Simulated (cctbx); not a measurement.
# Diagnosing a refinement

Cell a = 8.4470 Å, b = 8.4470 Å, c = 8.4470 Å, α = 90.00°, β = 90.00°, γ = 90.00°; space group Im-3m (no. 229).

Simulated single-crystal data (cctbx): Mo Kα, λ = 0.71073 Å, to d = 0.7 Å, 50 % of the full sphere, strongest reflection 5000 counts, noise from counting, a 6 % proportional error and a noise floor of 15 counts (s.d.); no absorption.

An anisotropic refinement with weights 1/σ² prints:

```text
Rint 0.113, 113 unique reflections to 0.70 A
cycle     R1     wR2    GooF  max shift (A)
   1  0.0449  0.0827   1.903   0.00079
   2  0.0309  0.0563   1.295   0.00000
final R1 0.0309 wR2 0.0563 GooF 1.295  parameters 8  data/parameter 14.1
atom        x        y        z      Ueq    occ   su(xyz)  su(Uiso or U11)
Gd1    0.25000  0.25000  0.25000   0.0055  1.000  0.00000  0.0003
Rh1    0.00000  0.00000  0.00000   0.0066  1.000  0.00000  0.0007
Cd1    0.25000  0.00000  0.50000   0.0108  1.000  0.00000  0.0007
Ge1    0.67860  0.00000  0.00000   0.0089  1.000  0.00033  0.0013
difference map: max 2.58 min -3.25 rms 0.78
Q1    0.2242  0.2242  0.2242   16    2.64  0.38 A from Gd1
Q2    0.1548  0.1548  0.1548   16    2.54  1.39 A from Gd1
Q3    0.0000  0.0000  0.0822   12    2.10  0.69 A from Rh1
Q4    0.0000  0.0000  0.2834   12    1.96  0.32 A from Ge1
Q5    0.0000  0.2830  0.3748   48    1.93  1.09 A from Cd1
Q6    0.0851  0.2063  0.2936   96    1.68  1.49 A from Gd1
```

**Question.** Can this result stand? If not, what is the likely fault?

Mend it. The fault: wrong element: Cd1 is Rh. Against the right model at the same level, R1 goes from 0.0211 to 0.0309 and GooF from 0.85 to 1.29. Cd1 has 3 electrons too many and its U swells to shed them, as expected.

The compound is Gd4Ge6Rh7. The right model at the same level gives:

```text
Rint 0.113, 113 unique reflections to 0.70 A
cycle     R1     wR2    GooF  max shift (A)
   1  0.0223  0.0408   0.938   0.00107
   2  0.0211  0.0369   0.849   0.00000
final R1 0.0211 wR2 0.0369 GooF 0.849  parameters 8  data/parameter 14.1
atom        x        y        z      Ueq    occ   su(xyz)  su(Uiso or U11)
Gd1    0.25000  0.25000  0.25000   0.0066  1.000  0.00000  0.0002
Rh1    0.00000  0.00000  0.00000   0.0077  1.000  0.00000  0.0005
Rh2    0.25000  0.00000  0.50000   0.0086  1.000  0.00000  0.0005
Ge1    0.67882  0.00000  0.00000   0.0097  1.000  0.00021  0.0008
difference map: max 2.10 min -2.47 rms 0.63
Q1    0.1531  0.1531  0.1531   16    2.27  1.42 A from Gd1
Q2    0.0000  0.2860  0.3712   48    1.82  1.13 A from Rh2
Q3    0.0000  0.0000  0.0883   12    1.73  0.75 A from Rh1
Q4    0.0845  0.2026  0.2943   96    1.58  1.50 A from Gd1
Q5    0.0000  0.0812  0.0812   24    1.56  0.97 A from Rh1
Q6    0.0767  0.3340  0.3340   48    1.53  1.70 A from Rh2
```

The model was made for the exercise: a known structure type with other elements put in, its volume estimated, not relaxed; displacement parameters are assumed.

[Middle refinement cycles are left out of these outputs.]

[Logs are printed without paths, hosts, clocks, repeated set-up lines and the standing remarks that a program may print on its own settings, such as how far it seeks lower states.]
